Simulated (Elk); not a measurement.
**Optical response of KBr**

Aim: the dielectric function of KBr, and the optical constants that follow from it.

Calculated with Elk 11.2.3 (patched build); DFT, LDA, all-electron APW+lo, Dirac cores, scalar-relativistic bands, independent-particle optical response without local fields.

## Step 1: The structure

It takes space group Fm-3m (No. 225, cubic). Conventional cell: a = 6.600 Å, b = 6.600 Å, c = 6.600 Å, α = 90.00°, β = 90.00°, γ = 90.00°. Nearest to Br lie 6 K at 3.30 Å. Nearest to K lie 6 Br at 3.30 Å. Farther neighbours and most contacts between anions are not listed.

## Step 2: Ground state

The self-consistent density comes first; it also tells whether there is a gap, which decides the occupations and the need for a Drude term.

This step: DFT, LDA, all-electron APW+lo, Dirac cores, scalar-relativistic bands, ground state (Elk 11.2.3 (patched build)).

File elk.in:

```
tasks
  0
  120

xctype
  3

nempty
  12

lorbcnd
  .true.

rgkmax
  7.0

swidth
  0.0018375

maxscl
  100

epsengy
  1e-05

sppath
  './'

avec
  0.000000000000 6.236096211265 6.236096211265
  6.236096211265 0.000000000000 6.236096211265
  6.236096211265 6.236096211265 0.000000000000

atoms
  2
  'Br.in'
  1
  0.500000000000 0.500000000000 0.500000000000   0.000 0.000 0.000
  'K.in'
  1
  0.000000000000 0.000000000000 0.000000000000   0.000 0.000 0.000

ngridk
  8 8 8
```

Command:

```sh
$ OMP_NUM_THREADS=4 elk
```

Numbers of over 12 decimals in the logs are rounded to 6 here.

Log:

```text
┌─────────────────────────┐
│ Elk code version 11.2.3 │
└─────────────────────────┘

All units are atomic (Hartree, Bohr, etc.)

┌─────────────────────────────────────────────────┐
│ Ground-state run starting from atomic densities │
└─────────────────────────────────────────────────┘

Lattice vectors :
   0.000000000       6.236096211       6.236096211
   6.236096211       0.000000000       6.236096211
   6.236096211       6.236096211       0.000000000

Reciprocal lattice vectors :
 -0.5037755267      0.5037755267      0.5037755267
  0.5037755267     -0.5037755267      0.5037755267
  0.5037755267      0.5037755267     -0.5037755267

Unit cell volume      :    485.0297935
Brillouin zone volume :   0.5114123231

Muffin-tin inner radius fraction :   0.1000000000E-01

Nuclei treated as point charges

Species : 1 (Br)
 parameters loaded from : Br.in
 name : bromine
 nuclear charge    :   -35.00000000
 electronic charge :    35.00000000
 atomic mass :    145656.0816
 muffin-tin radius :    2.400000000
 number of radial points in muffin-tin :    497
 inner part over the whole radius :   0.9934012010E-02
 number on inner part of muffin-tin    :    352
 approximate nuclear radius :   0.7858070945E-04
 number of mesh points to nuclear radius :    172
 atomic positions (lattice), magnetic fields (Cartesian) :
  1 :   0.00000000  0.00000000  0.00000000    0.00000000  0.00000000  0.00000000

Species : 2 (K)
 parameters loaded from : K.in
 name : potassium
 nuclear charge    :   -19.00000000
 electronic charge :    19.00000000
 atomic mass :    71271.84090
 muffin-tin radius :    2.400000000
 number of radial points in muffin-tin :    497
 inner part over the whole radius :   0.9891652203E-02
 number on inner part of muffin-tin    :    349
 approximate nuclear radius :   0.6514746337E-04
 number of mesh points to nuclear radius :    160
 atomic positions (lattice), magnetic fields (Cartesian) :
  1 :   0.50000000  0.50000000  0.50000000    0.00000000  0.00000000  0.00000000

Total number of atoms per unit cell :    2
Total muffin-tin volume :    115.8116716
 ratio of muffin-tin to unit cell volume :   0.2387722840

Spin treatment :
 spin-unpolarised

Number of Bravais lattice symmetries :   48
Number of crystal symmetries         :   48
Crystal has inversion symmetry
Real symmetric eigensolver will be used

k-point grid :      8     8     8
k-point offset :    0.000000000       0.000000000       0.000000000
k-point set is reduced with full crystal symmetry group
Total number of k-points :       29

Muffin-tin radius times maximum |G+k| :    7.000000000
 using average radius
Maximum |G+k| for APW functions       :    2.916666667
Maximum (1/2)|G+k|²                   :    4.253472222
Maximum |G| for potential and density :    12.00000000
Constant for pseudocharge density :    7
 order of it for each species :   14  14
 order of it for pair densities of each species (exact exchange by exxq0 0: 14) :   10  10
Radial integration step length :    1

G-vector grid sizes :     35    35    35
Number of G-vectors :    14163

Maximum angular momentum used for
 APW functions            :    8
 outer part of muffin-tin :    6
 inner part of muffin-tin :    2

Total nuclear charge    :   -54.00000000
Total core charge       :    28.00000000
Total valence charge    :    26.00000000
Total excess charge     :    0.000000000
Total electronic charge :    54.00000000

Effective Wigner radius, rₛ :    1.289521782

Number of empty states         :     24
Total number of valence states :     38
Total number of core states    :     28

Conduction state local-orbitals added automatically
Third-order local-orbitals added for an l without core states : F
Total number of local-orbitals :    121

Exchange-correlation functional :      3     0     0
 Perdew-Wang/Ceperley-Alder, Phys. Rev. B 45, 13244 (1992)
 gradient requirement :    0
 local density approximation (LDA)

Smearing type :    3
 Fermi-Dirac
Smearing width :   0.1837500000E-02
Effective electronic temperature (K) :    580.2366081

Mixing type :    3
 Broyden mixing, J. Phys. A: Math. Gen. 17, L317 (1984)

Kohn-Sham potential initialised from atomic data

┌──────────────────────────────┐
│ Self-consistent loop started │
└──────────────────────────────┘

┌─────────────────┐
│ Loop number : 1 │
└─────────────────┘

Energies :
 Fermi                       :    -0.93057297185019E-01
 sum of occupied eigenvalues :     -1867.0295053994
 electron kinetic            :      3272.9997320558
 core electron kinetic       :      2999.6843756726
 Coulomb                     :     -6356.4110025331
 Coulomb potential           :     -4973.5051140672
 nuclear-nuclear             :     -349.61519574023
 electron-nuclear            :     -7045.4547895510
 Hartree                     :      1038.6589827581
 Madelung                    :     -3869.6584454995
 xc potential                :     -166.52412338796
 exchange                    :     -116.24330436849
 correlation                 :     -4.693841
 electron entropic           :    -0.43323856541912E-11
 total energy                :     -3204.3484160326

Density of states at Fermi energy :   0.5442424805E-07
 (states/Hartree/unit cell)

Estimated indirect band gap :   0.1688660483
 from k-point 1 to k-point 1
Estimated direct band gap   :   0.1688660483
 at k-point 1

Charges :
 core                        :    28.00000000
 valence                     :    26.00000000
 interstitial                :    2.791491035
 muffin-tins (core leakage)
  species : 1 (Br)
   atom 1                    :    33.66180260     (  0.1729443112E-04)
  species : 2 (K)
   atom 1                    :    17.54670637     ( -0.3352649671E-05)
 total in muffin-tins        :    51.20850896
 total calculated charge     :    53.99999339
 total charge                :    54.00000000
 error                       :   0.6609168032E-05

┌─────────────────┐
│ Loop number : 2 │
└─────────────────┘

Energies :
 Fermi                       :    -0.91936565111048E-01
 sum of occupied eigenvalues :     -1866.9711376368
 electron kinetic            :      3272.4725211773
 core electron kinetic       :      2999.4140699697
 Coulomb                     :     -6356.3945963475
 Coulomb potential           :     -4973.5299524258
 nuclear-nuclear             :     -349.61519574023
 electron-nuclear            :     -7045.3969120635
 Hartree                     :      1038.6175114562
 Madelung                    :     -3869.6296201346
 xc potential                :     -165.91370638842
 exchange                    :     -116.24179831424
 correlation                 :     -4.693774
 electron entropic           :    -0.43312359411286E-11
 total energy                :     -3204.8576477991

Density of states at Fermi energy :   0.5442563463E-07
 (states/Hartree/unit cell)

Estimated indirect band gap :   0.1684598846
 from k-point 1 to k-point 1
Estimated direct band gap   :   0.1684598846
 at k-point 1

Charges :
 core                        :    28.00000000
 valence                     :    26.00000000
 interstitial                :    2.793889461
 muffin-tins (core leakage)
  species : 1 (Br)
   atom 1                    :    33.65887734     (  0.1730168950E-04)
  species : 2 (K)
   atom 1                    :    17.54723320     ( -0.3352674669E-05)
 total in muffin-tins        :    51.20611054
 total calculated charge     :    53.99999339
 total charge                :    54.00000000
 error                       :   0.6611871449E-05

RMS change in Kohn-Sham potential (target) :   0.9371004576E-01 (  0.1000000000E-05)
Absolute change in total energy (target)   :   0.5092317665     (  0.1000000000E-04)

[... 12 loops left out ...]

┌──────────────────┐
│ Loop number : 15 │
└──────────────────┘

Energies :
 Fermi                       :     0.65500045288574E-02
 sum of occupied eigenvalues :     -1862.2153172030
 electron kinetic            :      3272.7181826312
 core electron kinetic       :      2999.8264406614
 Coulomb                     :     -6355.9426529683
 Coulomb potential           :     -4974.8678008091
 nuclear-nuclear             :     -349.61519574023
 electron-nuclear            :     -7043.1446479382
 Hartree                     :      1036.8171907101
 Madelung                    :     -3868.5087525638
 xc potential                :     -160.06569902519
 exchange                    :     -116.18206334361
 correlation                 :     -4.690576
 electron entropic           :    -0.42622709933554E-11
 total energy                :     -3204.0971096143

Density of states at Fermi energy :   0.5442248572E-07
 (states/Hartree/unit cell)

Estimated indirect band gap :   0.1481591206
 from k-point 1 to k-point 1
Estimated direct band gap   :   0.1481591206
 at k-point 1

Charges :
 core                        :    28.00000000
 valence                     :    26.00000000
 interstitial                :    2.922982250
 muffin-tins (core leakage)
  species : 1 (Br)
   atom 1                    :    33.50128332     (  0.1718070602E-04)
  species : 2 (K)
   atom 1                    :    17.57573443     ( -0.3353842954E-05)
 total in muffin-tins        :    51.07701775
 total calculated charge     :    53.99999378
 total charge                :    54.00000000
 error                       :   0.6222783796E-05

RMS change in Kohn-Sham potential (target) :   0.1614204390E-07 (  0.1000000000E-05)
Absolute change in total energy (target)   :   0.5615798727E-05 (  0.1000000000E-04)

Convergence targets achieved

┌──────────────────┐
│ Loop number : 16 │
└──────────────────┘

Energies :
 Fermi                       :     0.65500236842071E-02
 sum of occupied eigenvalues :     -1862.2153177297
 electron kinetic            :      3272.7181818362
 core electron kinetic       :      2999.8264401263
 Coulomb                     :     -6355.9426525656
 Coulomb potential           :     -4974.8678003304
 nuclear-nuclear             :     -349.61519574023
 electron-nuclear            :     -7043.1446476280
 Hartree                     :      1036.8171908026
 Madelung                    :     -3868.5087524004
 xc potential                :     -160.06569923549
 exchange                    :     -116.18206334313
 correlation                 :     -4.690576
 electron entropic           :    -0.42622717036658E-11
 total energy                :     -3204.0971100061

Density of states at Fermi energy :   0.5442249240E-07
 (states/Hartree/unit cell)

Estimated indirect band gap :   0.1481591111
 from k-point 1 to k-point 1
Estimated direct band gap   :   0.1481591111
 at k-point 1

Charges :
 core                        :    28.00000000
 valence                     :    26.00000000
 interstitial                :    2.922982268
 muffin-tins (core leakage)
  species : 1 (Br)
   atom 1                    :    33.50128329     (  0.1718070375E-04)
  species : 2 (K)
   atom 1                    :    17.57573444     ( -0.3353842770E-05)
 total in muffin-tins        :    51.07701773
 total calculated charge     :    53.99999378
 total charge                :    54.00000000
 error                       :   0.6222781906E-05

┌──────────────────────────────┐
│ Self-consistent loop stopped │
└──────────────────────────────┘

Wrote STATE.OUT
```

Elapsed: 6.6 s, on 4 threads of Arm Neoverse V1, shared host; peak memory 0.08 GiB.

This step gave:

```
total energy           : -3204 Ha
Fermi energy           : 0.1782 eV
DOS at the Fermi level : 2.00e-9 states/eV/cell
gap on the k-mesh      : 4.032 eV
direct gap on the mesh : 4.032 eV
```

There is a gap, 4.03 eV on this mesh (points off the mesh can give less), so no carriers' term is needed.

## Step 3: Independent particles

The spectrum is a sum over vertical transitions between filled and empty bands at the fixed density, so many empty bands are needed.

This step: DFT, LDA, all-electron APW+lo, Dirac cores, scalar-relativistic bands, independent-particle optical response without local fields (Elk 11.2.3 (patched build)).

elk.in: that of step 2 with these lines changed.

```diff
@@ -1,4 +1,6 @@
 tasks
-  0
-  120
+  121
+
+optcomp
+  1 1
 
@@ -17,9 +19,7 @@
 swidth
-  0.0018375
+  0.0055124
 
-maxscl
-  100
-
-epsengy
-  1e-05
+wplot
+  400 100 0
+  0.0 0.58799
```

Command:

```sh
$ OMP_NUM_THREADS=4 elk
```

Log:

```text
┌─────────────────────────────────┐
│ Elk code version 11.2.3 started │
└─────────────────────────────────┘

┌────────────────────┐
│ Current task : 121 │
└────────────────────┘

Info(findsymcrys): atomic basis shift (lattice) :
  0.5000000000      0.5000000000      0.5000000000
See GEOMETRY.OUT for new atomic positions

Info(dielectric):
 dielectric tensor written to EPSILON_ij.OUT
 optical conductivity written to SIGMA_ij.OUT
 for components
  i = 1, j = 1

┌──────────────────┐
│ Elk code stopped │
└──────────────────┘
```

Wall time 0.76 s (4 threads); peak memory 0.04 GiB.

This step gave:

```
electronic dielectric constant ε∞, mean over x, y and z (by symmetry where fewer were run) : 2.907
main peak of Im epsilon, first axis                                                        : 6.829 eV
```

Values under the direct gap are tails of Lorentzian lines. Table of Im ε, E ∥ x by photon energy; read off at these points:

photon energy (eV), Im ε, E ∥ x and a bar:
```
     0.00       0.00 
     0.50       0.00 
     1.00       0.01 
     1.50       0.02 
     2.00       0.02 
     2.50       0.03 
     3.00       0.05 
     3.50       0.08 #
     4.00       0.24 ##
     4.50       0.86 ######
     5.00       0.74 #####
     5.40       1.58 ##########
     5.50       1.41 #########
     6.00       2.23 ###############
     6.50       3.47 #######################
     6.84       4.56 ##############################
     7.00       4.07 ###########################
     7.50       2.96 ###################
     8.00       2.33 ###############
     8.50       2.83 ###################
     9.00       4.48 #############################
     9.50       3.42 #######################
    10.00       2.82 ###################
    10.50       1.85 ############
    11.00       1.09 #######
    11.50       0.70 #####
    12.00       0.85 ######
    12.50       0.79 #####
    13.00       0.55 ####
    13.50       0.35 ##
    14.00       0.41 ###
    14.50       1.07 #######
    15.00       1.70 ###########
    15.50       1.29 #########
```

Table of Re ε, E ∥ x by photon energy:

| photon energy (eV) | Re ε, E ∥ x |
| --- | --- |
| 0 | 2.91 |
| 1 | 2.94 |
| 2 | 3.04 |
| 3 | 3.27 |
| 4 | 3.78 |
| 5 | 4.31 |
| 6 | 5.53 |
| 7 | 1.81 |
| 8 | 1.83 |
| 9 | 1.76 |
| 10 | -0.500 |
| 11 | -0.475 |
| 12 | 0.495 |
| 13 | 0.548 |
| 14 | 1.39 |
| 15 | 1.01 |

The reflectivity at normal incidence, E ∥ x by photon energy; read off at these points:

| photon energy (eV) | reflectivity at normal incidence, E ∥ x (%) |
| --- | --- |
| 0.00 | 6.79 |
| 0.50 | 6.82 |
| 1.00 | 6.92 |
| 1.50 | 7.10 |
| 2.00 | 7.36 |
| 2.50 | 7.73 |
| 3.00 | 8.27 |
| 3.50 | 9.08 |
| 4.00 | 10.4 |
| 4.50 | 12.0 |
| 5.00 | 12.6 |
| 5.50 | 12.8 |
| 6.00 | 18.4 |
| 6.50 | 18.8 |
| 6.88 | 22.4 |
| 7.00 | 21.3 |
| 7.50 | 17.2 |
| 8.00 | 12.3 |
| 8.50 | 14.9 |
| 9.00 | 23.2 |
| 9.12 | 25.6 |
| 9.50 | 24.4 |
| 10.00 | 28.0 |
| 10.16 | 29.5 |
| 10.50 | 26.3 |
| 11.00 | 29.4 |
| 11.50 | 11.0 |
| 12.00 | 7.12 |
| 12.50 | 8.05 |
| 13.00 | 4.39 |
| 13.50 | 1.18 |
| 14.00 | 1.36 |
| 14.50 | 4.87 |
| 15.00 | 9.82 |
| 15.50 | 11.6 |
| 15.56 | 11.8 |

Refractive index n and extinction k against photon energy:

| photon energy (eV) | n | k |
| --- | --- | --- |
| 0 | 1.70 | 0 |
| 1 | 1.71 | 0.00283 |
| 2 | 1.74 | 0.00653 |
| 3 | 1.81 | 0.0133 |
| 4 | 1.95 | 0.0626 |
| 5 | 2.08 | 0.178 |
| 6 | 2.40 | 0.465 |
| 7 | 1.77 | 1.15 |
| 8 | 1.55 | 0.753 |
| 9 | 1.81 | 1.24 |
| 10 | 1.09 | 1.30 |
| 11 | 0.597 | 0.912 |
| 12 | 0.859 | 0.493 |
| 13 | 0.814 | 0.339 |
| 14 | 1.19 | 0.172 |
| 15 | 1.22 | 0.695 |

Values under the direct gap are tails of Lorentzian lines. Loss function −Im 1/ε at q → 0, E ∥ x against energy loss; read off at these points:

energy loss (eV), loss function −Im 1/ε at q → 0, E ∥ x and a bar:
```
     0.00       0.00 
     0.50       0.00 
     1.00       0.00 
     1.50       0.00 
     2.00       0.00 
     2.50       0.00 
     3.00       0.00 
     3.50       0.01 
     4.00       0.02 
     4.50       0.05 #
     5.00       0.04 #
     5.50       0.08 ##
     6.00       0.06 #
     6.50       0.12 ##
     7.00       0.21 ####
     7.50       0.29 ######
     8.00       0.27 #####
     8.50       0.20 ####
     9.00       0.19 ####
     9.50       0.29 ######
    10.00       0.34 #######
    10.50       0.51 ##########
    11.00       0.77 ###############
    11.28       1.52 ##############################
    11.50       1.28 #########################
    12.00       0.88 #################
    12.50       1.00 ####################
    12.60       1.04 #####################
    13.00       0.91 ##################
    13.50       0.46 #########
    14.00       0.20 ####
    14.50       0.29 ######
    15.00       0.43 #########
    15.50       0.71 ##############
```

From ε follow the optical constants at some laser and lamp lines:

| wavelength (nm) | n | k | R (%) | 1/α |
| --- | --- | --- | --- | --- |
| 1064 | 1.72 | 0.003 | 7.0 | 25 µm |
| 800 | 1.73 | 0.005 | 7.1 | 14 µm |
| 633 | 1.74 | 0.006 | 7.3 | 7.9 µm |
| 450 | 1.79 | 0.011 | 8.0 | 3.2 µm |
| 308 | 1.95 | 0.065 | 10.4 | 375 nm |
| 248 | 2.08 | 0.178 | 12.6 | 111 nm |
| 193 | 2.15 | 0.794 | 18.5 | 19 nm |

Below the direct gap, k and the depth come from the tails of the Lorentzian lines, not from transitions.

Rows near the edge hang on the gap, which this functional as a rule makes too small, and phonon-assisted absorption is left out.

## Step 4: Outcome

| Quantity | Value |
| --- | --- |
| electronic dielectric constant ε∞, mean over x, y and z (by symmetry where fewer were run) (independent particles) | 2.91 |
| main peak of Im epsilon, first axis | 6.83 eV |

What this shows: At this level (LDA, independent particles) KBr has ε∞ = 2.91 and n = 1.71 at 1550 nm, and Im ε peaks at 6.8 eV. On the mesh the gap is 4.03 eV and the least direct gap 4.03 eV. Distinct maxima of Im ε, read by a parabola through the highest points, lie at 6.31 eV (3.6), 6.83 eV (4.6), 9.04 eV (4.6) and 15.03 eV (1.7). Excitons and phonon-assisted transitions are missing, and so are local fields; LDA gaps are as a rule too small, which pulls the onset down and ε∞ up. The sum runs over mesh points, so small or evenly spaced maxima can still be ripples of the mesh.

[Machine, clock and banner lines and Python warnings are left out of the logs.]

[Logs are printed without paths, hosts, clocks, repeated set-up lines and the standing remarks that a program may print on its own settings, such as how far it seeks lower states.]

[Hosts, paths, dates, database ids (printed as entryN), source tags and the programs' standing remarks are cut or masked in the printed files.]
